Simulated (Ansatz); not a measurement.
**LaTl (Pm-3m): phonons and vibrational spectra**

Aim: the vibrations of LaTl (Pm-3m), their spectra, and whether the structure is stable.

Method: DFT PBEsol, scalar-relativistic, plane waves, PAW; PAW set soft_1, in Ansatz 0.2.0.

**1. The starting structure**

It takes space group Pm-3m (No. 221, cubic). Conventional cell: a = 3.936 Å, b = 3.936 Å, c = 3.936 Å, α = 90.00°, β = 90.00°, γ = 90.00°. Nearest to La lie 8 Tl at 3.41 Å. Nearest to Tl lie 8 La at 3.41 Å. Farther neighbours are not listed.

As a file:

```cif
data_structure
_symmetry_space_group_name_H-M 'Pm-3m'
_symmetry_Int_Tables_number 221
_cell_length_a 3.9360
_cell_length_b 3.9360
_cell_length_c 3.9360
_cell_angle_alpha 90.000
_cell_angle_beta 90.000
_cell_angle_gamma 90.000
_cell_volume 60.98
loop_
_atom_site_label
_atom_site_type_symbol
_atom_site_symmetry_multiplicity
_atom_site_Wyckoff_symbol
_atom_site_fract_x
_atom_site_fract_y
_atom_site_fract_z
_atom_site_occupancy
La1 La 1 a 0.00000 0.00000 0.00000 1
Tl1 Tl 1 b 0.50000 0.50000 0.50000 1
```

**2. Bringing the structure to rest**

Harmonic phonons are second derivatives at a point where the forces vanish, and they are wanted at zero stress, so atoms and cell are relaxed first.

Contents of input.yaml:

```yaml
crystal:
  lattice:
    - [3.936, 0.0, 0.0]
    - [0.0, 3.936, 0.0]
    - [0.0, 0.0, 3.936]
  atoms:
    - { symbol: La, position: [0.0, 0.0, 0.0] }
    - { symbol: Tl, position: [0.5, 0.5, 0.5] }
kpoints:
  mp_grid: { grid: [10, 10, 10] }
hamiltonian:
  xc: pbesol
  pseudopotentials: { kind: paw, azcp: { folder: soft_1 }, xc_functional: pbe }
scf:
  occupations: { method: gaussian, width: 0.1 }
output:
  forces: true
  stress: true
  eigenvalues: true
  write_density: true
  write_potential: true
  elf: true
  volumetric_format: npy
relax:
  adjacent_minimum: "off"
  f_tol: 0.005
  max_steps: 80
  cell: { stress_tol: 0.05 }
```

Started as:

```
$ ansatz run input.yaml --threads 4 --pin off --max-ram 10240MiB --backend cpu --events-out ev --progress --plain --runs-dir out
```

Numbers of over 12 decimals in the logs are rounded to 6 here.

The log of the run:

```text
Engine: ansatz 0.2.0, aarch64-unknown-linux-gnu
Pseudopotentials: kind: paw
Pseudopotential: La, paw, valence charge 11, recommended cutoff 420 eV (normal), soft_1/La.paw.azcp
Pseudopotential: Tl, paw, valence charge 13, recommended cutoff 420 eV (normal), soft_1/Tl.paw.azcp
Functional definition: PBEsol
  exchange = pbesol_x
  correlation = pbesol_c
Crystal: 2 atoms, lattice volume = 60.977 Å³
Basis set: ecut = 420 eV, 1213 PW (Γ), exchange–correlation on 54×54×54 points (8 copies of the dense FFT grid, shifted against one another)
Bands: 16, of which v1, the nominal top of the filled ones, is band 12 counted from 1 (11 counted from 0)
Symmetry: 48 space group operations
Space group: Pm-3m (ITA 221), of the structure as read, at distance tolerance 3.9e-5 Å
k-points: 56 of 1000
Non-local potential: La, projectors of the file, l = 0: 3, l = 1: 2, l = 2: 2, l = 3: 3
Non-local potential: Tl, projectors of the file, l = 0: 2, l = 1: 2, l = 2: 2, l = 3: 1
PAW form: soft (Blöchl's): semilocal exchange-correlation on the pseudo side does not see the compensation charge
PAW frozen core: La, regenerated for the run's functional, and the local potential with it (the file was generated under x = pbe(κ = 0.804, μ = 0.219515), c = pbe(β = 0.066725))
PAW frozen core: Tl, regenerated for the run's functional, and the local potential with it (the file was generated under x = pbe(κ = 0.804, μ = 0.219515), c = pbe(β = 0.066725))
PAW one-centre angular grid: La, 590 points (default); XC on 64 Gauss nodes
PAW one-centre angular grid: Tl, 590 points (default); XC on 64 Gauss nodes
Initial density: superposition of atomic densities (chi_scale 0.1, normalization cell, long waves kept (reshape's long-wave potential 0.00 eV rms))
Initial wavefunctions: pseudopotential atomic-orbital guess
Functional: x = pbesol(κ = 0.804, μ = 0.123457), c = pbesol(β = 0.046)
SCF iter   1: F=—  HF=-17460.666236 eV  |F-HF|=—  |Δ(HF+E_count)|=         —  Δρ=3.82e-2  dr2=1.69e0  ethr=3.10e-3  ⟨swp⟩=4.1  Hψ=3772  notcnv=0
preconditioner: auto → Kerker (q_TF=auto, 2.336 Å⁻¹)  [metal: Δε(μ)=0.030 eV  Ē_g=10.581 eV  σ=0.100 eV  W_gap=0.17  n_scr=18 (ndim 8)  ℏωp=22.3 eV  f_vac=0.000  D(μ)=1.80/eV (n_scr^D=18)]
SCF iter   2: F=—  HF=-17460.185964 eV  |F-HF|=—  |Δ(HF+E_count)|=   4.80e-1  Δρ=1.71e-2  dr2=3.42e-1  ethr=3.10e-3  ⟨swp⟩=2.6  Hψ=2029  notcnv=0
SCF iter   3: F=—  HF=-17460.075397 eV  |F-HF|=—  |Δ(HF+E_count)|=   1.11e-1  Δρ=5.02e-3  dr2=2.18e-2  ethr=1.43e-3  ⟨swp⟩=2.6  Hψ=1715  notcnv=0
SCF iter   4: F=—  HF=-17460.067487 eV  |F-HF|=—  |Δ(HF+E_count)|=   7.91e-3  Δρ=8.23e-4  dr2=2.88e-4  ethr=9.09e-5  ⟨swp⟩=2.1  Hψ=1680  notcnv=0
SCF iter   5: F=—  HF=-17460.067498 eV  |F-HF|=—  |Δ(HF+E_count)|=   1.07e-5  Δρ=1.71e-4  dr2=1.79e-5  ethr=1.20e-6  ⟨swp⟩=2.0  Hψ=1480  notcnv=0
SCF iter   6: F=—  HF=-17460.067497 eV  |F-HF|=—  |Δ(HF+E_count)|=   1.19e-6  Δρ=3.77e-5  dr2=8.86e-7  ethr=7.44e-8  ⟨swp⟩=2.3  Hψ=1532  notcnv=0
SCF iter   7: F=-17460.067497 eV  HF=-17460.067497 eV  |F-HF|=4.91e-8  |Δ(HF+E_count)|=   7.80e-8  Δρ=9.75e-6  dr2=9.06e-8  ethr=4.17e-10  ⟨swp⟩=10.5  Hψ=7166  notcnv=0
SCF 1 converged in 7 iterations: F = -17460.067497 eV  dr2 = 9.06e-8
  greatest PAW one-centre occupation: 0.971 electrons in one spin orbital (limit 2), on the La atom at site 0 (counted from 0), in its partial waves of l = 0
relax step   1: F+E_penalty+E_count = -17460.06749667 eV  Δ(F+E_penalty+E_count) = +0.000e0 eV  max|allowed force component| = 3.243e-29 eV/Å  Δτ_max = 0.0000 Å  P = -0.657 GPa  Ω = 60.977 Å³  (7 SCF iters, dr2 threshold 1.00e-7 eV, accepted)
Crystal: 2 atoms, lattice volume = 60.006 Å³
Basis set: ecut = 420 eV, 1189 PW (Γ), exchange–correlation on 54×54×54 points (8 copies of the dense FFT grid, shifted against one another)
Initial density: handed on by an earlier stage of this run
Initial wavefunctions: those handed on with the density
iter 1 solved again at ethr=4.55e-6 eV; its pass at ethr=3.10e-3 eV (dr2=1.09e-3 eV) is discarded
SCF iter   1: F=—  HF=-17460.069396 eV  |F-HF|=—  |Δ(HF+E_count)|=         —  Δρ=8.77e-4  dr2=1.07e-3  ethr=4.55e-6  ⟨swp⟩=2.0  Hψ=7492  notcnv=0
preconditioner: auto → Kerker (q_TF=auto, 2.342 Å⁻¹)  [metal: Δε(μ)=0.068 eV  Ē_g=11.649 eV  σ=0.100 eV  W_gap=0.35  n_scr=18 (ndim 8)  ℏωp=22.5 eV  f_vac=0.000  D(μ)=1.54/eV (n_scr^D=6)]
SCF iter   2: F=—  HF=-17460.069116 eV  |F-HF|=—  |Δ(HF+E_count)|=   2.80e-4  Δρ=4.78e-4  dr2=3.18e-4  ethr=4.47e-6  ⟨swp⟩=2.3  Hψ=1322  notcnv=0
SCF iter   3: F=—  HF=-17460.068993 eV  |F-HF|=—  |Δ(HF+E_count)|=   1.24e-4  Δρ=9.67e-5  dr2=1.26e-5  ethr=1.32e-6  ⟨swp⟩=2.2  Hψ=1323  notcnv=0
SCF iter   4: F=—  HF=-17460.068981 eV  |F-HF|=—  |Δ(HF+E_count)|=   1.12e-5  Δρ=2.01e-5  dr2=1.68e-7  ethr=8.33e-10  ⟨swp⟩=8.8  Hψ=7568  notcnv=0
SCF iter   5: F=-17460.068981 eV  HF=-17460.068981 eV  |F-HF|=2.25e-9  |Δ(HF+E_count)|=   1.03e-8  Δρ=2.82e-6  dr2=2.66e-9  ethr=7.01e-10  ⟨swp⟩=6.6  Hψ=5606  notcnv=0
SCF 2 converged in 5 iterations: F = -17460.068981 eV  dr2 = 2.66e-9
relax step   2: F+E_penalty+E_count = -17460.06898132 eV  Δ(F+E_penalty+E_count) = -1.485e-3 eV  max|allowed force component| = 7.192e-29 eV/Å  Δτ_max = 0.0000 Å  P = +0.201 GPa  Ω = 60.006 Å³  energy of the carried Pulay correction = +6.615e-5 eV  (5 SCF iters, dr2 threshold 2.00e-7 eV, accepted)
Crystal: 2 atoms, lattice volume = 60.231 Å³
iter 1 solved again at ethr=1.79e-7 eV; its pass at ethr=3.10e-3 eV (dr2=4.31e-5 eV) is discarded
SCF iter   1: F=—  HF=-17460.069128 eV  |F-HF|=—  |Δ(HF+E_count)|=         —  Δρ=2.07e-4  dr2=6.03e-5  ethr=1.79e-7  ⟨swp⟩=2.1  Hψ=7184  notcnv=0
preconditioner: auto → Kerker (q_TF=auto, 2.340 Å⁻¹)  [metal: Δε(μ)=0.063 eV  Ē_g=11.673 eV  σ=0.100 eV  W_gap=0.34  n_scr=18 (ndim 8)  ℏωp=22.4 eV  f_vac=0.000  D(μ)=1.54/eV (n_scr^D=6)]
SCF iter   2: F=—  HF=-17460.069111 eV  |F-HF|=—  |Δ(HF+E_count)|=   1.74e-5  Δρ=1.13e-4  dr2=1.79e-5  ethr=1.79e-7  ⟨swp⟩=2.9  Hψ=1358  notcnv=0
SCF iter   3: F=—  HF=-17460.069104 eV  |F-HF|=—  |Δ(HF+E_count)|=   6.97e-6  Δρ=2.27e-5  dr2=7.16e-7  ethr=7.46e-8  ⟨swp⟩=2.3  Hψ=1330  notcnv=0
SCF iter   4: F=-17460.069103 eV  HF=-17460.069103 eV  |F-HF|=9.90e-10  |Δ(HF+E_count)|=   2.49e-7  Δρ=4.80e-6  dr2=9.81e-9  ethr=4.21e-10  ⟨swp⟩=9.9  Hψ=7062  notcnv=0
SCF 3 converged in 4 iterations: F = -17460.069103 eV  dr2 = 9.81e-9
relax step   3: F+E_penalty+E_count = -17460.06910348 eV  Δ(F+E_penalty+E_count) = -1.222e-4 eV  max|allowed force component| = 2.952e-29 eV/Å  Δτ_max = 0.0000 Å  P = -0.004 GPa  Ω = 60.231 Å³  energy of the carried Pulay correction = +5.074e-5 eV  (4 SCF iters, dr2 threshold 1.01e-7 eV, accepted)
Initial wavefunctions: pseudopotential atomic-orbital guess (no wavefunctions were taken with the density)
iter 1 solved again at ethr=7.45e-8 eV; its pass at ethr=3.10e-3 eV (dr2=1.79e-5 eV) is discarded
SCF iter   1: F=—  HF=-17460.069060 eV  |F-HF|=—  |Δ(HF+E_count)|=         —  Δρ=7.72e-6  dr2=1.32e-8  ethr=7.45e-8  ⟨swp⟩=3.0  Hψ=6833  notcnv=0
preconditioner: auto → Kerker (q_TF=auto, 2.340 Å⁻¹)  [metal: Δε(μ)=0.064 eV  Ē_g=11.667 eV  σ=0.100 eV  W_gap=0.34  n_scr=18 (ndim 8)  ℏωp=22.4 eV  f_vac=0.000  D(μ)=1.54/eV (n_scr^D=6)]
SCF iter   2: F=—  HF=-17460.069059 eV  |F-HF|=—  |Δ(HF+E_count)|=   1.43e-6  Δρ=4.22e-6  dr2=3.90e-9  ethr=5.52e-11  ⟨swp⟩=2.5  Hψ=1689  notcnv=0
SCF iter   3: F=—  HF=-17460.069059 eV  |F-HF|=—  |Δ(HF+E_count)|=   1.58e-9  Δρ=7.38e-7  dr2=2.88e-10  ethr=1.63e-11  ⟨swp⟩=1.0  Hψ=898  notcnv=0
SCF iter   4: F=-17460.069059 eV  HF=-17460.069059 eV  |F-HF|=0.00e0  |Δ(HF+E_count)|=  1.46e-11  Δρ=1.78e-7  dr2=1.70e-11  ethr=1.00e-12  ⟨swp⟩=5.2  Hψ=4806  notcnv=0
SCF 4 converged in 4 iterations: F = -17460.069059 eV  dr2 = 1.70e-11
relax step   4: F+E_penalty+E_count = -17460.06905897 eV  Δ(F+E_penalty+E_count) = +4.451e-5 eV  max|allowed force component| = 2.958e-29 eV/Å  Δτ_max = 0.0000 Å  P = -0.005 GPa  Ω = 60.231 Å³  stress off target by 4.63e-3 GPa  SCF on the basis re-selected at this cell (its energy is not comparable with the rows above)  (4 SCF iters)
basis re-selected at this cell: Δ(F+E_penalty+E_count) = +4.451e-5 eV, ΔP = -0.000 GPa vs the last step (what re-selecting the basis moved, of the pressure what is left beyond the Pulay correction that the steps carried, after the strain that the cell walked since its last selection, with what the two solves' SCF thresholds leave and, on support functions, any second-order correction that the steps lacked; it is no m [...]
SCF converged after 4 iterations
Free energy (F): -17460.069059 eV
Harris-Foulkes:  -17460.069059 eV  (|F-HF|=0.00e0)
Internal energy: -17460.061362 eV  (E = F + TS)
E sigma→0 (E₀):  -17460.065211 eV
Entropy (-TS):   -0.007697 eV (-3.848 meV/atom)
Fermi energy:    11.860713 eV
--- Per-component energies (eV) ---
  E_band       = -9.996102
  E_kinetic    = 453.970944
  E_local      = -1100.594876  (includes V_loc(G=0)·N_el)
  E_nonlocal   = 404.465443
  E_hartree    = 408.341149
  E_xc         = -326.411825
  E_vxc        = -268.602903  (∫ρ·V_xc dr)
  E_paw        = -15367.474901  (= ΣΔE_a)
  E_vpaw       = -315.916875  (= ΣTr[D̂ρ^β])
  E_aug_tail   = -0.000043  (compensation charges beyond the density's cutoff)
  E_ewald      = -1932.564622
  E_core_change = 0.207369  (= ΣΔE_core)
  E_smearing   = -0.007697  (= −TS)
  E_closure    = 0.000000  (closes the sum)
  Σ components = -17460.069059   (vs F -17460.069059, Δ=0.00e0)
--- Forces (eV/Å), atoms counted from 1 ---
  atom   1  La     0.00000000     0.00000000     0.00000000
  atom   2  Tl    -0.00000000    -0.00000000     0.00000000
  max |Σ_I F_I| component: 5.86e-29 eV/Å
--- Stress (GPa, compression-positive) ---
       -0.004628       0.000000       0.000000
        0.000000      -0.004628       0.000000
        0.000000       0.000000      -0.004628
  P = ⅓ Tr σ = -0.0046 GPa (-0.046 kbar)
--- Band table (eV; the first three rows and the last of 56) ---
  k-point 0: bands = [... 8 lower, 0.6393, 3.8248, 11.5881, 11.5881, 13.2853, 13.2853, 13.2853, 13.5536]
  k-point 1: bands = [... 8 lower, 0.6411, 3.9618, 11.5747, 11.6066, 13.1496, 13.2482, 13.2482, 13.5405]
  k-point 2: bands = [... 8 lower, 0.6462, 4.3456, 11.1573, 11.6576, 13.0538, 13.0991, 13.0991, 13.5036]
  k-point 55: bands = [... 8 lower, 0.8322, 7.1687, 9.3921, 9.3921, 9.3921, 13.5824, 13.5824, 13.5824]
--- Relaxed structure (3 steps of the walk, 3 accepted, 1 SCFs on fresh bases) ---
  F+E_penalty+E_count = -17460.06905897 eV   max|allowed force component| = 2.958e-29 eV/Å   (the final SCF, on the basis selected at the relaxed cell)
  cell:  # Å, volume = 60.2311 Å³
    - [3.919888, 0, 0]
    - [0, 3.919888, 0.0]
    - [0.0, 0.0, 3.919888]
  atoms:
    - { symbol: La, position: [0, 0, 0] }
    - { symbol: Tl, position: [0.500000, 0.500000, 0.500000] }
```

It took 4.8 s on 4 threads of Arm Neoverse V1, shared host; peak memory 0.41 GiB; 17 s of CPU time.

Relaxation path:

```csv
step,energy less that of the first step (eV),largest force component (eV/Å),pressure (GPa),volume (Å³)
1,0.0000,0.0000,-0.66,60.98
2,-0.0015,0.0000,0.20,60.01
3,-0.0016,0.0000,0.00,60.23
4*,-0.0016,0.0000,0.00,60.23
```

Relaxation steps marked * repeat the geometry before them on a plane-wave basis chosen anew for their cell, so energy and pressure can jump there.

Forces are held to the 48 operations that the run works with; a distortion that breaks them can't arise in this run.

```csv
"conventional cell, symmetrised",before,after,change
a (Å),3.936,3.920,-0.4 %
b (Å),3.936,3.920,-0.4 %
c (Å),3.936,3.920,-0.4 %
volume (Å³/atom),30.49,30.12,-1.2 %
```

Final coordinates:

```xyz
2
Lattice="3.9199 0.0000 0.0000 0.0000 3.9199 0.0000 0.0000 0.0000 3.9199" Properties=species:S:1:pos:R:3 pbc="T T T"
La    0.0000    0.0000    0.0000
Tl    1.9599    1.9599    1.9599
```

This step gave:

```yaml
pressure: -0.004628 GPa
volume_per_atom: 30.12 Å³
gap_on_the_k_mesh: 0 eV
```

Valence density in the ac plane at fractional y = 0.000, with atoms of La within 0.2 Å of it. It is the smooth field of the valence electrons, not physical close to the nuclei.

Ten even steps from '0' (0.1 e/Å³) to '9' (1.8 e/Å³), each cell a mean:
```
99851000002699
98631000001479
66310000000246
32100000000012
00000000000000
00000000000000
00000000000000
00000000000000
00000000000000
21100000000011
54310000000135
88631000001368
99841000002689
99852000003699
```
Columns run along a (3.9 Å), rows up along c (3.9 Å). Atoms in or near the plane, at fractional coordinates: La at (0.00, 0.00).

ELF in the ac plane at fractional y = 0.000, with atoms of La within 0.2 Å of it. It is the smooth field of the valence electrons, not physical close to the nuclei.

Values, 14 rows by 14 columns, each cell a mean:
```
0.16 0.41 0.76 0.80 0.53 0.17 0.11 0.12 0.11 0.26 0.64 0.82 0.68 0.32
0.60 0.71 0.81 0.73 0.40 0.14 0.13 0.15 0.12 0.19 0.50 0.78 0.80 0.68
0.82 0.81 0.73 0.49 0.21 0.13 0.18 0.21 0.16 0.14 0.28 0.58 0.78 0.82
0.68 0.62 0.43 0.22 0.14 0.17 0.25 0.29 0.23 0.15 0.15 0.28 0.50 0.64
0.29 0.24 0.17 0.13 0.17 0.26 0.32 0.35 0.31 0.23 0.15 0.14 0.19 0.26
0.11 0.11 0.13 0.18 0.26 0.33 0.36 0.37 0.36 0.31 0.23 0.16 0.12 0.11
0.11 0.12 0.17 0.24 0.31 0.36 0.37 0.38 0.37 0.35 0.29 0.21 0.15 0.12
0.11 0.11 0.14 0.20 0.28 0.34 0.37 0.37 0.36 0.32 0.25 0.18 0.13 0.11
0.19 0.16 0.13 0.14 0.20 0.29 0.34 0.36 0.33 0.26 0.17 0.13 0.14 0.17
0.57 0.51 0.33 0.18 0.14 0.20 0.28 0.31 0.26 0.17 0.14 0.21 0.40 0.53
0.82 0.79 0.67 0.41 0.18 0.14 0.20 0.24 0.18 0.13 0.22 0.49 0.73 0.80
0.73 0.78 0.81 0.67 0.33 0.13 0.14 0.17 0.13 0.17 0.43 0.73 0.81 0.76
0.26 0.49 0.78 0.79 0.51 0.16 0.11 0.12 0.11 0.24 0.62 0.81 0.71 0.41
0.04 0.26 0.73 0.82 0.57 0.19 0.11 0.11 0.11 0.29 0.68 0.82 0.60 0.16
```
Columns run along a (3.9 Å), rows up along c (3.9 Å). Atoms in or near the plane, at fractional coordinates: La at (0.00, 0.00).

Electrostatic potential energy in the ac plane at fractional y = 0.000, with atoms of La within 0.2 Å of it. With pseudopotentials it is smooth inside the atoms' cores, unlike the true potential.

Ten even steps from '0' (-29 eV) to '9' (15 eV), each cell a mean:
```
41036899985102
00147899986300
12468999988631
56789999998865
78899999999888
99999999999999
99999999999999
99999999999999
88899999999988
66789999999876
23578999998643
00257899987410
31036899986201
73026899975104
```
Columns run along a (3.9 Å; values clipped at the 3rd and 97th percentile), rows up along c (3.9 Å). Atoms in or near the plane, at fractional coordinates: La at (0.00, 0.00).

In this step the volume went from 30.49 to 30.12 Å³/atom.

**3. Tight relaxation**

Phonons need a cell at rest on their own settings, so the relaxation is repeated with tight tolerances on forces and stress, using the mesh and the filling of the phonon run that follows.

input.yaml, the sections that differ from step 2:

```yaml
crystal:
  lattice:
    - [3.9198881597, 0.0, 0.0]
    - [0.0, 3.9198881597, 0.0]
    - [0.0, 0.0, 3.9198881597]
  atoms:
    - { symbol: La, position: [0.0, 0.0, 0.0] }
    - { symbol: Tl, position: [0.5, 0.5, 0.5] }
kpoints:
  mp_grid: { grid: [12, 12, 12] }
scf:
  occupations: { method: methfessel_paxton, width: 0.2 }
relax:
  adjacent_minimum: "off"
  f_tol: 0.001
  max_steps: 60
  cell: { stress_tol: 0.01 }
# hamiltonian, output: as in step 2
```

The log of the run:

```text
[...]
Crystal: 2 atoms, lattice volume = 60.231 Å³
Basis set: ecut = 420 eV, 1189 PW (Γ), exchange–correlation on 54×54×54 points (8 copies of the dense FFT grid, shifted against one another)
Bands: 16, of which v1, the nominal top of the filled ones, is band 12 counted from 1 (11 counted from 0)
Symmetry: 48 space group operations
[...]
k-points: 84 of 1728
[...]
k-point 83: bands = [... 8 lower, 0.8348, 7.1731, 9.3969, 9.3969, 9.3969, 13.5905, 13.5905, 13.5905]
--- Relaxed structure (2 steps of the walk, 2 accepted, 1 SCFs on fresh bases) ---
[...]
cell:  # Å, volume = 60.2037 Å³
    - [3.919293, 0.0, 0.0]
    - [0.0, 3.919293, 0.0]
    - [0.0, 0.0, 3.919293]
  atoms:
    - { symbol: La, position: [0, 0, 0.0] }
    - { symbol: Tl, position: [0.5, 0.5, 0.5] }
[key lines of the parts left out:]
SCF converged after 5 iterations
Free energy (F): -17460.058284 eV
Fermi energy:    11.866707 eV
P = ⅓ Tr σ = 0.0054 GPa (0.054 kbar)
```

Run time: 4.8 s. Hardware: 4 threads; peak memory 0.43 GiB; 18 s of CPU time.

Little changed from the start: no atom moved by 0.005 Å and no cell edge by 0.1 %.

Numbers from this step:

| Item | Value |
| --- | --- |
| pressure | 0.005418 GPa |
| volume per atom | 30.10 Å³ |

Electrostatic potential energy in the ac plane at fractional y = 0.000, with atoms of La within 0.2 Å of it. With pseudopotentials it is smooth inside the atoms' cores, unlike the true potential.

Ten even steps from '0' (-29 eV) to '9' (15 eV), each cell a mean:
```
41036899985102
00147899986300
12468999988631
56789999998865
78899999999888
99999999999999
99999999999999
99999999999999
88899999999988
66789999999876
23578999998643
00257899987410
31036899986201
73026899975104
```
Columns run along a (3.9 Å; values clipped at the 3rd and 97th percentile), rows up along c (3.9 Å). Atoms in or near the plane, at fractional coordinates: La at (0.00, 0.00).

ELF in the ac plane at fractional y = 0.000, with atoms of La within 0.2 Å of it. It is the smooth field of the valence electrons, not physical close to the nuclei.

Ten even steps from '0' (0.04) to '9' (0.82), each cell a mean:
```
14996100027983
78984111115998
99852112113699
87521123211357
32111233321112
00112344432110
01123444433210
00123344432110
11111334321111
65311133211246
99841122112589
89983111115899
25995101027984
02896100038971
```
Columns run along a (3.9 Å), rows up along c (3.9 Å). Atoms in or near the plane, at fractional coordinates: La at (0.00, 0.00).

Valence density in the ac plane at fractional y = 0.000, with atoms of La within 0.2 Å of it. It is the smooth field of the valence electrons, not physical close to the nuclei.

Ten even steps from '_' (0.1 e/Å³) to '@' (1.8 e/Å³), each cell a mean:
```
@@@@%%++..__________::**@@@@
@@%%**--..__________..==##@@
****--..______________::==**
--::..__________________..::
____________________________
____________________________
____________________________
____________________________
____________________________
::....__________________....
++==--..______________..--++
%%%%**--..__________..--**%%
@@@@%%==..__________::**%%@@
@@@@%%++::__________--**@@@@
```
Columns run along a (3.9 Å), rows up along c (3.9 Å). Atoms in or near the plane, at fractional coordinates: La at (0.00, 0.00).

The forces vanish by symmetry and the pressure is 0.005 GPa, within the tolerances set. The cell now holds 30.10 Å³/atom.

(Part 1 of 2 ends here.)

[Logs are printed without paths, hosts, clocks, repeated set-up lines and the standing remarks that a program may print on its own settings, such as how far it seeks lower states.]

[Hosts, paths, dates, database ids (printed as entryN), source tags and the programs' standing remarks are cut or masked in the printed files.]
